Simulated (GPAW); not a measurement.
# The P K excitation threshold of GaP (F-43m) under uniform strain

For each volume the threshold was computed as E(hole) − E(ground) plus the lowest empty eigenvalue of the hole cell (GPAW, PBE, 8-atom cell, total energies on 3×3×3 k points, the eigenvalue on 5×5×5, hole spin-paired). The values are raw, 16 eV above the value with the free atom's term for the hole's spin taken off; only their change is used. The threshold is the spectrum's zero, where absorption may be weak, not the visible edge.

| volume | ln(V/V₀) | threshold (eV) |
| --- | --- | --- |
| V × 0.94 | -0.06188 | 2155.525 |
| V × 0.97 | -0.03046 | 2155.480 |
| V × 1 | +0.00000 | ? |
| V × 1.03 | +0.02956 | 2155.264 |
| V × 1.06 | +0.05827 | 2155.109 |

Q: Fit a straight line in ln(V/V₀), give its slope, and predict the threshold at V × 1.

The means of the given rows are x̄ = -0.00113 and Ē = 2155.345 eV. Σ(x − x̄)(E − Ē) = -0.0314 and Σ(x − x̄)² = 0.009021, so the slope is -3.48 eV, and the line passes the given rows within 0.033 eV. At x = +0.00000 it gives 2155.345 + (-3.48) × (+0.00113) = 2155.341 eV. The run gives 2155.392 eV, a miss of -0.051 eV over a total move of -0.416 eV. The rows bend away from the line, so the slope is only a mean over the range. It stands for the clamped-ion volume deformation potential of the lowest empty level of the hole cell on this mesh (the hole may pull it below the band edge) against the P 1s level, with the hole's relaxation included: the threshold falls by 0.035 eV for 1 % of expansion. The charged cell's image error also scales with the cell's size and isn't taken out.

[Hosts, paths, dates, database ids (printed as entryN), source tags and the programs' standing remarks are cut or masked in the printed files.]

[Lists of maxima count a maximum above −3 eV only where it reaches 4 % of the highest in the window and stands out from its surroundings by 2 % of it (1.5 % where it reaches 55 %); shoulders and weaker maxima are passed over, and of the rest the first, up to two pre-edge ones and the few strongest are named.]
